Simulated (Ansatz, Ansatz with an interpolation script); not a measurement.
# ThS2 (Pnma): quasiparticle bands by Wannier interpolation, part 2 of 2

G0W0 gives levels on a mesh alone; what do the bands of ThS2 (Pnma) look like between the points?

Ansatz 0.2.0; LDA, Wannier functions and G0W0, plane waves, PAW. Known limits of the many-body steps: not at the basis limit; f levels unsure; no spin-orbit coupling; coarse k mesh.

So far. Step 2 (LDA bands): The gap is direct, at Γ. Step 3 (Wannier functions (S:3p Th:5f) on 4×8×4): Near the gap the model misses directly solved bands by 0.7 meV r.m.s. and by 9 meV at most in the window tested. This tests the starting bands, not the corrections carried with them.

### Step 4. G0W0 at every point of the mesh: 2×4×2 mesh, 797 empty bands, screening to 120 eV, PAW set soft_1 files

G0W0 replaces the xc potential by the self-energy, built once from these orbitals. Only a window of levels is corrected, while the sums run over the empty bands that the input names.

This step: G0W0 on LDA, plane waves, PAW; PAW set soft_1.

The input, input.yaml:

```yaml
crystal:
  lattice:
    - [7.263, 0.0, 0.0]
    - [0.0, 4.267, 0.0]
    - [0.0, 0.0, 8.617]
  atoms:
    - { symbol: Th, position: [0.75, 0.75, 0.125] }
    - { symbol: Th, position: [0.25, 0.25, 0.875] }
    - { symbol: Th, position: [0.75, 0.25, 0.625] }
    - { symbol: Th, position: [0.25, 0.75, 0.375] }
    - { symbol: S, position: [0.15, 0.75, 0.068] }
    - { symbol: S, position: [0.85, 0.25, 0.932] }
    - { symbol: S, position: [0.35, 0.25, 0.568] }
    - { symbol: S, position: [0.65, 0.75, 0.432] }
    - { symbol: S, position: [0.535, 0.75, 0.82] }
    - { symbol: S, position: [0.465, 0.25, 0.18] }
    - { symbol: S, position: [0.965, 0.25, 0.32] }
    - { symbol: S, position: [0.035, 0.75, 0.68] }
kpoints:
  mp_grid: { grid: [2, 4, 2] }
hamiltonian:
  xc: lda
  pseudopotentials: { kind: paw, azcp: { folder: soft_1 }, xc_functional: pbe }
scf:
  occupations: { method: fixed }
gw:
  n_empty_bands: 797
  ecut_chi: 120.0
  qp_bands: [v24, c20]
  screening: { model: contour_deformation }
```

Command:

```sh
$ ansatz run input.yaml --threads 8 --pin off --max-ram 18432MiB --backend cpu --events-out ev --progress --plain --runs-dir out
```

Numbers of over 12 decimals in the logs are rounded to 6 here.

Output:

```text
[...]
Crystal: 12 atoms, lattice volume = 267.051 Å³
Basis set: ecut = 420 eV, 5207 PW (Γ)
Bands: 60, of which v1, the nominal top of the filled ones, is band 48 counted from 1 (47 counted from 0)
Symmetry: 8 space group operations
[...]
k-points: 12 of 16
[...]
SCF iter   1: F=—  HF=-58488.775861 eV  |F-HF|=—  |Δ(HF+E_count)|=         —  Δρ=2.86e-2  dr2=2.31e0  ethr=3.10e-3  ⟨swp⟩=6.0  Hψ=2901  notcnv=0  defer=97
[...]
SCF iter   8: F=-58488.140133 eV  HF=-58488.140133 eV  |F-HF|=3.73e-9  |Δ(HF+E_count)|=   1.02e-7  Δρ=2.69e-6  dr2=1.94e-8  ethr=1.04e-10  ⟨swp⟩=23.1  Hψ=4277  notcnv=0
SCF 1 converged in 8 iterations: F = -58488.140133 eV  dr2 = 1.94e-8
[...]
G₀W₀ screening: q 1/12
[... further progress lines ...]
SCF converged after 8 iterations
Free energy (F): -58488.140133 eV
[...]
Internal energy: -58488.140133 eV  (E = F + TS)
E sigma→0 (E₀):  -58488.140133 eV
Fermi energy:    10.929547 eV
[...]
--- Band table (eV; the first three rows and the last of 12) ---
  k-point 0: bands = [... 44 lower, 9.7795, 10.6978, 10.8553, 10.9295, 11.4455, 12.3589, 12.6593, 12.6828, ... 8 higher]
  k-point 1: bands = [... 44 lower, 10.0801, 10.0801, 10.5141, 10.5141, 11.9887, 11.9887, 12.5350, 12.5350, ... 8 higher]
  k-point 2: bands = [... 44 lower, 9.6915, 9.8320, 9.9487, 10.1829, 12.1249, 12.7901, 12.8815, 12.9830, ... 8 higher]
  k-point 11: bands = [... 44 lower, 10.0102, 10.0102, 10.0102, 10.0102, 12.9674, 12.9674, 12.9674, 12.9674, ... 8 higher]
--- G₀W₀: contour deformation, 8 samples at zero and on the imaginary axis and 2 off it, 16 q-points, 797 empty bands' worth ---
  eigenvalues of the whole cell's RPA ε∞ on this k-mesh (on a slab, of 1 + 4πα/V) = 9.7085, 9.8344, 10.1771; static W/v taken at q = 0 is 0.101110
  bands read: the sum over 845 bands ends inside a degenerate multiplet in 10 slots, whose members it reads at an even weight; the widest, k=10: bands 845 to 848 (counted from 1) at 1/4 each
  `?` marks the rows in doubt; gw_qp.tsv's column doubts and the gw_qp event give each row's grounds
    ik  band        ε_KS         Σx   Σc(E_QP)       V_xc       Z   E_QP_lin       E_QP  E_QP is
     0    25      6.3172   -17.7569     3.3955   -14.0220  0.6971     5.9759     5.9778  root
     0    26      6.4971   -17.2932     3.2094   -13.7185  0.7002     6.1305     6.1318  root
     0    27      6.6040   -17.6668     3.4387   -13.8564  0.7050     6.2312     6.2323  root
     0    28      6.8007   -18.0803     3.1570   -14.6348  0.7061     6.5110     6.5122  root
     0    29      7.2167   -17.6529     3.0515   -14.2234  0.7029     6.8364     6.8386  root
     0    30      7.2379   -17.6945     3.0872   -14.2246  0.7064     6.8544     6.8552  root
     0    31      7.2490   -17.4726     3.0522   -14.1103  0.6986     6.9392     6.9389  root
     0    32      7.6385   -17.4320     2.5498   -14.5240  0.7266     7.2773     7.2803  root
     0    33      7.6393   -17.1659     2.7872   -14.0049  0.7091     7.2618     7.2654  root
     0    34      7.7689   -17.1275     2.6388   -14.0998  0.7180     7.3760     7.3800  root
     0    35      7.9087   -17.7494     2.7763   -14.6300  0.7112     7.5628     7.5657  root
     0    36      7.9532   -18.4283     2.7548   -15.3261  0.7212     7.6025     7.6058  root
     0    37      8.2507   -17.4521     2.4364   -14.6668  0.7257     7.8987     7.9017  root
     0    38      8.4043   -17.8928     2.4320   -15.1532  0.7282     8.0944     8.0967  root
[...]
0    54     13.1316   -14.5731    -7.4586   -23.9267  0.7136    15.1783    15.0266  root ?
     0    55     13.2221   -14.4239    -7.5575   -23.8278  0.7092    15.2194    15.0685  root ?
[...]
0    58     13.4018   -15.2934    -7.8756   -25.1136  0.7016    15.5353    15.3463  root ?
[...]
0    60     13.4831   -12.9465    -7.1120   -21.6470  0.7166    15.1766    15.0716  root ?
     0    61     13.5375   -15.6825    -7.8890   -25.4896  0.6955    15.6474    15.4556  root ?
     0    62     13.5501   -14.8687    -7.4983   -24.1843  0.7065    15.5215    15.3675  root ?
     0    63     13.5743   -15.6655    -8.1304   -25.7477  0.6920    15.7320    15.5261  root ?
     0    64     13.5786   -15.1255    -7.8680   -24.8439  0.6957    15.6067    15.4291  root ?
     0    65     13.6439   -16.2415    -8.4998   -26.7763  0.6853    15.9240    15.6789  root ?
     0    66     13.7070   -14.8932    -7.8117   -24.5169  0.6978    15.6883    15.5190  root ?
     0    67     13.7343   -16.3072    -8.7530   -27.0961  0.6787    16.0374    15.7701  root ?
     0    68     13.7639   -16.3596    -8.7974   -27.1888  0.6760    16.0643    15.7957  root ?
[...]
1    57     13.3972   -14.0136    -7.1023   -22.8140  0.7165    15.2143    15.0954  root ?
     1    58     13.3972   -14.0136    -7.1023   -22.8140  0.7165    15.2143    15.0954  root ?
[...]
11    44      9.5625   -18.1391     2.0839   -15.7313  0.7480     9.2368     9.2386  root
    11    45     10.0102   -18.2730     1.7234   -16.3610  0.7502     9.8211     9.8215  root
    11    46     10.0102   -18.2730     1.7234   -16.3610  0.7502     9.8211     9.8215  root
    11    47     10.0102   -18.2730     1.7234   -16.3610  0.7502     9.8211     9.8215  root
    11    48     10.0102   -18.2730     1.7234   -16.3610  0.7502     9.8211     9.8215  root
[...]
11    64     13.5829   -15.8742    -8.1558   -26.0031  0.6920    15.7707    15.5559  root ?
    11    65     13.6925   -15.8271    -8.4790   -26.2816  0.6845    15.9022    15.6678  root ?
    11    66     13.6925   -15.8271    -8.4790   -26.2816  0.6845    15.9022    15.6678  root ?
    11    67     13.6925   -15.8271    -8.4790   -26.2816  0.6845    15.9022    15.6678  root ?
    11    68     13.6925   -15.8271    -8.4790   -26.2816  0.6845    15.9022    15.6678  root ?
```

Run time: 13 min. Hardware: 8 threads of INTEL XEON PLATINUM 8581C at 2.30GHz (Emerald Rapids), shared host; peak memory 9.9 GiB.

Numbers from this step:

```yaml
bands_summed: 845
rpa_eps_infinity_on_this_mesh_eigenvalues: 9.708, 9.834, 10.18
plane_waves_in_the_screening_matrix: 809
q_points_in_the_mesh: 16
g0w0_gap_on_the_mesh: 1.459 eV
k_of_the_valence_top: 0, 0, 0
k_of_the_conduction_bottom: 0, 0, 0
starting_gap_on_the_mesh: 0.5160 eV
z_at_the_valence_top: 0.7577
z_at_the_conduction_bottom: 0.7801
least_direct_g0w0_gap_on_the_computed_points: 1.459 eV
```

The gap on the mesh goes from 0.52 eV to 1.46 eV, a correction of +0.94 eV. Between the two edge states, bare exchange in place of the xc potential would open the gap by 7.16 eV, and correlation takes back 6.22 eV.

### Step 5. Interpolating the corrections

A script adds the corrections, carried to the Wannier functions and back, to the LDA levels, along the path and on a 9×13×9 mesh.

* G0W0 gap over the zone: 1.459 eV
* valence top at: Γ
* conduction bottom at: Γ
* starting gap over the zone: 0.516 eV
* least direct G0W0 gap: 1.459 eV
* G0W0 gap on the mesh: 1.459 eV
* valence width, start: 5.199 eV
* valence width, G0W0: 5.245 eV
* gap by a rigid shift: 1.459 eV

Levels solved directly plus the interpolated quasiparticle correction. Limits: finite bands, cutoff and mesh; f levels unsure; no spin-orbit coupling; coarse k mesh. Quasiparticle bands along the path, in eV, zero at the valence-band top of each set:

| point | band 45 | band 46 | band 47 | band 48 | band 49 | band 50 | band 51 | band 52 |
| --- | --- | --- | --- | --- | --- | --- | --- | --- |
| Γ | -1.13 | -0.19 | -0.03 | 0.00 | 1.46 | 2.95 | 3.10 | 3.29 |
| halfway | -0.78 | -0.60 | -0.58 | -0.14 | 1.95 | 2.92 | 3.26 | 3.38 |
| X | -1.20 | -1.20 | -0.46 | -0.46 | 2.72 | 2.72 | 3.48 | 3.48 |
| halfway | -0.98 | -0.98 | -0.20 | -0.20 | 3.48 | 3.48 | 4.07 | 4.07 |
| S | -0.80 | -0.80 | -0.80 | -0.80 | 4.32 | 4.32 | 4.32 | 4.32 |
| halfway | -1.29 | -1.29 | -0.62 | -0.62 | 4.12 | 4.12 | 4.24 | 4.24 |
| Y | -1.40 | -1.40 | -0.50 | -0.50 | 3.96 | 3.96 | 4.16 | 4.16 |
| halfway | -1.26 | -1.00 | -0.92 | -0.68 | 2.51 | 3.59 | 3.69 | 3.91 |
| Γ | -1.13 | -0.19 | -0.03 | 0.00 | 1.46 | 2.95 | 3.10 | 3.29 |
| halfway | -0.89 | -0.38 | -0.33 | -0.07 | 1.78 | 2.69 | 2.99 | 3.02 |
| Z | -0.74 | -0.74 | -0.31 | -0.31 | 2.37 | 2.37 | 2.77 | 2.77 |
| halfway | -1.02 | -1.02 | -0.39 | -0.39 | 2.76 | 2.76 | 3.05 | 3.05 |
| U | -0.91 | -0.91 | -0.68 | -0.68 | 3.33 | 3.33 | 3.37 | 3.37 |
| halfway | -0.71 | -0.71 | -0.49 | -0.49 | 3.42 | 3.42 | 3.87 | 3.87 |
| R | -0.80 | -0.80 | -0.80 | -0.80 | 4.11 | 4.11 | 4.11 | 4.11 |
| halfway | -0.89 | -0.89 | -0.81 | -0.81 | 4.05 | 4.05 | 4.21 | 4.21 |
| T | -1.11 | -1.11 | -0.86 | -0.86 | 4.13 | 4.13 | 4.21 | 4.21 |
| halfway | -1.00 | -1.00 | -0.55 | -0.55 | 3.24 | 3.24 | 3.70 | 3.70 |
| Z | -0.74 | -0.74 | -0.31 | -0.31 | 2.37 | 2.37 | 2.77 | 2.77 |
| jump to X | -1.20 | -1.20 | -0.46 | -0.46 | 2.72 | 2.72 | 3.48 | 3.48 |
| halfway | -1.09 | -1.09 | -0.52 | -0.52 | 2.93 | 2.93 | 3.47 | 3.47 |
| U | -0.91 | -0.91 | -0.68 | -0.68 | 3.33 | 3.33 | 3.37 | 3.37 |
| jump to Y | -1.40 | -1.40 | -0.50 | -0.50 | 3.96 | 3.96 | 4.16 | 4.16 |
| halfway | -1.40 | -1.40 | -0.64 | -0.64 | 4.02 | 4.02 | 4.25 | 4.25 |
| T | -1.11 | -1.11 | -0.86 | -0.86 | 4.13 | 4.13 | 4.21 | 4.21 |
| jump to S | -0.80 | -0.80 | -0.80 | -0.80 | 4.32 | 4.32 | 4.32 | 4.32 |

The same for LDA:

| point | band 45 | band 46 | band 47 | band 48 | band 49 | band 50 | band 51 | band 52 |
| --- | --- | --- | --- | --- | --- | --- | --- | --- |
| Γ | -1.15 | -0.23 | -0.07 | 0.00 | 0.52 | 1.43 | 1.73 | 1.75 |
| X | -1.25 | -1.25 | -0.54 | -0.54 | 1.39 | 1.39 | 1.77 | 1.77 |
| S | -0.91 | -0.91 | -0.91 | -0.91 | 2.13 | 2.13 | 2.13 | 2.13 |
| Y | -1.32 | -1.32 | -0.60 | -0.60 | 1.87 | 1.87 | 2.11 | 2.11 |
| Γ | -1.15 | -0.23 | -0.07 | 0.00 | 0.52 | 1.43 | 1.73 | 1.75 |
| Z | -0.85 | -0.85 | -0.42 | -0.42 | 1.06 | 1.06 | 1.61 | 1.61 |
| U | -0.98 | -0.98 | -0.75 | -0.75 | 1.64 | 1.64 | 1.76 | 1.76 |
| R | -0.92 | -0.92 | -0.92 | -0.92 | 2.04 | 2.04 | 2.04 | 2.04 |
| T | -1.17 | -1.17 | -0.94 | -0.94 | 2.01 | 2.01 | 2.06 | 2.06 |
| Z | -0.85 | -0.85 | -0.42 | -0.42 | 1.06 | 1.06 | 1.61 | 1.61 |
| X | -1.25 | -1.25 | -0.54 | -0.54 | 1.39 | 1.39 | 1.77 | 1.77 |
| U | -0.98 | -0.98 | -0.75 | -0.75 | 1.64 | 1.64 | 1.76 | 1.76 |
| Y | -1.32 | -1.32 | -0.60 | -0.60 | 1.87 | 1.87 | 2.11 | 2.11 |
| T | -1.17 | -1.17 | -0.94 | -0.94 | 2.01 | 2.01 | 2.06 | 2.06 |

Minima of the lowest conduction band, from levels solved directly at the displaced points, plus the interpolated correction; masses are left empty at degenerate points, on flat bands and where the interpolated correction rules the curvature; G0W0 masses are rough. Conduction valleys, by row:

| point | k (reciprocal lattice) | valleys in the zone | G0W0 level above the valence top (eV) | LDA level above the valence top (eV) | G0W0 principal masses (m_e) | LDA principal masses (m_e) |
| --- | --- | --- | --- | --- | --- | --- |
| Γ | 0.000 0.000 0.000 | 1 | 1.459 | 0.516 | 0.310 0.347 0.400 | 0.489 0.574 0.600 |

Second differences of levels solved directly at the displaced points, plus the interpolated correction, at the quasiparticle band edges; no spin-orbit coupling; left empty where the band is flat or the interpolated correction rules the curvature. Effective masses, by row:

| carrier | point | Cartesian direction | band | LDA mass (m_e) | G0W0 mass (m_e) |
| --- | --- | --- | --- | --- | --- |
| hole | Γ | 100 | 48 | 0.96 | 1.192 |
| hole | Γ | 001 | 48 | 0.25 | 0.267 |
| hole | Γ | 110 | 48 | 0.699 | 0.894 |
| hole | Γ | 111 | 48 | 0.438 | 0.503 |

The density of states has structure finer than the step of the table below, so its rows give means over 0.5 eV, whole bins alone (the curve runs from -6 to 3.6 eV). Peaks (eV: height): G0W0 -4.60: 10.2, -3.70: 13.0, -3.10: 12.9, -2.10: 13.0, -1.60: 13.0, -0.90: 9.40; LDA -2.10: 13.7, 2.70: 54.4.

Wannier model on a dense mesh, Gaussian width 0.15 eV. Limits: finite bands, cutoff and mesh; f levels unsure; no spin-orbit coupling; coarse k mesh. Table of density of states by energy, zero at the valence-band top of each set; means over each step; values in states/eV/cell:

| energy (eV) | G0W0 | LDA |
| --- | --- | --- |
| -5.5 | 0.122 | 0.0721 |
| -5.0 | 3.89 | 3.33 |
| -4.5 | 9.01 | 8.78 |
| -4.0 | 10.3 | 9.65 |
| -3.5 | 11.0 | 11.3 |
| -3.0 | 11.7 | 12.0 |
| -2.5 | 10.6 | 11.0 |
| -2.0 | 12.1 | 12.7 |
| -1.5 | 11.2 | 11.8 |
| -1.0 | 8.28 | 9.06 |
| -0.5 | 6.55 | 5.63 |
| 0.0 | 1.35 | 0.699 |
| 0.5 | 0.00129 | 0.148 |
| 1.0 | 3.4e-4 | 1.01 |
| 1.5 | 0.0927 | 4.67 |
| 2.0 | 0.377 | 18.8 |
| 2.5 | 0.916 | 42.7 |
| 3.0 | 2.98 | 37.0 |

Corrections by starting level (eV, on the run's own energy scale, so only their differences matter):

| start | correction |
| --- | --- |
| -5.05 | −0.36 |
| -4.48 | −0.37 |
| -4.13 | −0.29 |
| -3.71 | −0.36 |
| -3.40 | −0.37 |
| -3.06 | −0.37 |
| -2.77 | −0.37 |
| -2.29 | −0.35 |
| -2.06 | −0.26 |
| -1.77 | −0.32 |
| -1.51 | −0.29 |
| -1.07 | −0.24 |
| -0.75 | −0.24 |
| -0.23 | −0.27 |
| 1.06 | +1.00 |
| 1.60 | +0.85 |
| 1.97 | +1.11 |
| 2.41 | +1.49 |

### Step 6. LDA+SOC bands, for comparison

Spin-orbit coupling can split or shift the edges; a non-collinear run measures by how much.

This step: DFT, LDA with spin-orbit coupling, plane waves, PAW; PAW set soft_1.

Edit input.yaml of step 4 so:

```diff
@@ -20,11 +20,19 @@
   mp_grid: { grid: [2, 4, 2] }
+  band_path:
+    path:
+      - [[0.0, 0.0, 0.0], [0.5, 0.0, 0.0], [0.5, 0.5, 0.0], [0.0, 0.5, 0.0], [0.0, 0.0, 0.0], [0.0, 0.0, 0.5], [0.5, 0.0, 0.5], [0.5, 0.5, 0.5], [0.0, 0.5, 0.5], [0.0, 0.0, 0.5]]
+      - [[0.5, 0.0, 0.0], [0.5, 0.0, 0.5]]
+      - [[0.0, 0.5, 0.0], [0.0, 0.5, 0.5]]
+      - [[0.5, 0.5, 0.0], [0.5, 0.5, 0.5]]
+    npoints: 10
 hamiltonian:
   xc: lda
-  pseudopotentials: { kind: paw, azcp: { folder: soft_1 }, xc_functional: pbe }
+  pseudopotentials: { kind: paw_fr, azcp: { folder: soft_1 }, xc_functional: pbe }
 scf:
-  occupations: { method: fixed }
-gw:
-  n_empty_bands: 797
-  ecut_chi: 120.0
-  qp_bands: [v24, c20]
-  screening: { model: contour_deformation }
+  occupations: { method: fermi_dirac, width: 0.02 }
+  n_extra_bands: 16
+magnetization:
+  noncollinear: true
+  spin_orbit: true
+output:
+  eigenvalues: true
```

Output:

```text
[...]
non-collinear run that drives no moment, with spin-orbit: no starting moment large enough to seed its density (crystal.atoms[].spin), no starting occupations that ask for one, no magnetisation constraint and no magnetic field, so the semilocal B_xc is pinned to zero
Crystal: 12 atoms, lattice volume = 267.051 Å³
Basis set: ecut = 420 eV, 5207 PW (Γ)
Bands: 112, of which v1, the nominal top of the filled ones, is band 96 counted from 1 (95 counted from 0)
Symmetry: 8 space group operations + 8 with time reversal
[...]
k-points: 12 of 16
Projection manifold: j_resolved (fully-relativistic pseudo-atomic orbitals)
[...]
SCF iter   1: F=—  HF=-58769.325142 eV  |F-HF|=—  |Δ(HF+E_count)|=         —  Δρ=2.72e-2  dr2=1.89e0  dr2_m=0.00e0 (ungated)  ethr=3.10e-3  |M|=0.00e0 ∫|m|=0.00e0 μB  |m|>n=0.0e0 m-floor=0.0e0 τ_xc=0.0e0  β_m=0.30  ⟨swp⟩=7.7  Hψ=4119  notcnv=0  defer=4
[...]
spin=Noncollinear: Resta preconditioning applied to the charge; magnetization (m_x, m_y, m_z) channels mix plain (no charge-response kernel on spin).
SCF iter   2: F=—  HF=-58769.065068 eV  |F-HF|=—  |Δ(HF+E_count)|=   2.60e-1  Δρ=2.00e-2  dr2=1.00e0  dr2_m=0.00e0 (ungated)  ethr=1.97e-3  |M|=0.00e0 ∫|m|=0.00e0 μB  |m|>n=0.0e0 m-floor=0.0e0 τ_xc=0.0e0  β_m=0.65  ⟨swp⟩=2.6  Hψ=851  notcnv=0  defer=94
[...]
SCF iter   8: F=-58768.807092 eV  HF=-58768.807092 eV  |F-HF|=3.59e-9  |Δ(HF+E_count)|=   6.85e-8  Δρ=1.93e-6  dr2=1.12e-8  dr2_m=0.00e0 (ungated)  ethr=1.04e-10  |M|=0.00e0 ∫|m|=0.00e0 μB  |m|>n=0.0e0 m-floor=0.0e0 τ_xc=0.0e0  ⟨swp⟩=19.0  Hψ=2956  notcnv=0
SCF 1 converged in 8 iterations: F = -58768.807092 eV  dr2 = 1.12e-8
[...]
SCF converged after 8 iterations
Magnetization: |M| = 0.0000 μB,  M = (+0.0000, +0.0000, +0.0000) μB
Absolute magnetization: 0.0000 μB (∫|m|)
  site 0: m = (+0.0000, +0.0000, +0.0000) μB, |m| = 0.0000 μB  (R = 1.13 Å)
  site 1: m = (+0.0000, +0.0000, +0.0000) μB, |m| = 0.0000 μB  (R = 1.13 Å)
  site 2: m = (+0.0000, +0.0000, +0.0000) μB, |m| = 0.0000 μB  (R = 1.13 Å)
  site 3: m = (+0.0000, +0.0000, +0.0000) μB, |m| = 0.0000 μB  (R = 1.13 Å)
  site 4: m = (+0.0000, +0.0000, +0.0000) μB, |m| = 0.0000 μB  (R = 1.13 Å)
  site 5: m = (+0.0000, +0.0000, +0.0000) μB, |m| = 0.0000 μB  (R = 1.13 Å)
  site 6: m = (+0.0000, +0.0000, +0.0000) μB, |m| = 0.0000 μB  (R = 1.13 Å)
  site 7: m = (+0.0000, +0.0000, +0.0000) μB, |m| = 0.0000 μB  (R = 1.13 Å)
  site 8: m = (+0.0000, +0.0000, +0.0000) μB, |m| = 0.0000 μB  (R = 1.24 Å)
  site 9: m = (+0.0000, +0.0000, +0.0000) μB, |m| = 0.0000 μB  (R = 1.24 Å)
  site 10: m = (+0.0000, +0.0000, +0.0000) μB, |m| = 0.0000 μB  (R = 1.24 Å)
  site 11: m = (+0.0000, +0.0000, +0.0000) μB, |m| = 0.0000 μB  (R = 1.24 Å)
Free energy (F): -58768.807092 eV
[...]
Internal energy: -58768.807091 eV  (E = F + TS)
E sigma→0 (E₀):  -58768.807092 eV
Entropy (-TS):   -0.000001 eV (-0.000 meV/atom)
Fermi energy:    11.231246 eV
[...]
--- Band table (eV; the first three rows and the last of 12) ---
  k-point 0: bands = [... 92 lower, 10.9060, 10.9060, 11.0139, 11.0139, 11.4485, 11.4485, 12.3772, 12.3772, ... 12 higher]
  k-point 1: bands = [... 92 lower, 10.5300, 10.5300, 10.5300, 10.5300, 12.0034, 12.0034, 12.0034, 12.0034, ... 12 higher]
  k-point 2: bands = [... 92 lower, 9.9328, 9.9328, 10.2104, 10.2104, 12.1399, 12.1399, 12.7957, 12.7957, ... 12 higher]
  k-point 11: bands = [... 92 lower, 10.0603, 10.0603, 10.0603, 10.0603, 12.9808, 12.9808, 12.9808, 12.9808, ... 12 higher]
```

It took 69 s on 8 threads; peak memory 5.7 GiB.

Numbers from this step:

```
filled bands         : 96
gap                  : 0.4345 eV
valence top at       : k = Γ
conduction bottom at : k = Γ
least direct gap     : 0.4345 eV
```

The gap stands −0.08 eV against LDA.

### Step 7. Summary of results

```
LDA gap                             : 0.52 eV
G0W0 gap over the zone              : 1.46 eV, direct
least direct G0W0 gap, in the model : 1.46 eV
with the spin-orbit change          : 1.38 eV
GW settings                         : 2×4×2 mesh, 797 empty bands, screening to 120 eV, PAW set soft_1 files
known limits                        : not at the basis limit; f levels unsure; no spin-orbit coupling; coarse k mesh
```

**Reading.** The Wannier model follows the LDA bands to under 1 meV r.m.s. near the gap. The G0W0 gap over the zone is 1.46 eV, direct, from Γ to Γ; on the mesh alone it is 1.46 eV, nearly the same. The valence width in the model goes from 5.20 eV to 5.24 eV. LDA+SOC gives a gap of 0.43 eV on the same path, a spin-orbit change of −0.08 eV that would bring the G0W0 gap to 1.38 eV. Bands and cutoff are finite, so the gap is not at the basis limit. The miss can reach some tenths of an eV and take either sign; the mesh is an error of its own. Above the frozen window of the model the interpolated levels need not meet the computed ones, even at points of the mesh. The 2×4×2 mesh is coarse for this cell (its supercell is 15 Å along the shortest edge). The RPA ε∞ on it, from the LDA start, is 9.71, 9.83 and 10.18; such meshes misread the long-range screening, most where the gap is narrow. The compound holds f electrons or empty f levels, where one-shot G0W0 is unsure.

[Paths, hosts, dates, memory and timing lines, banners, echoed tables and standing remarks are left out of the program output.]

[Logs are printed without paths, hosts, clocks, repeated set-up lines and the standing remarks that a program may print on its own settings, such as how far it seeks lower states.]

[Runs of the session that timed out or met a known fault of the program may be left out.]

[Hosts, paths, dates, database ids (printed as entryN), source tags and the programs' standing remarks are cut or masked in the printed files.]
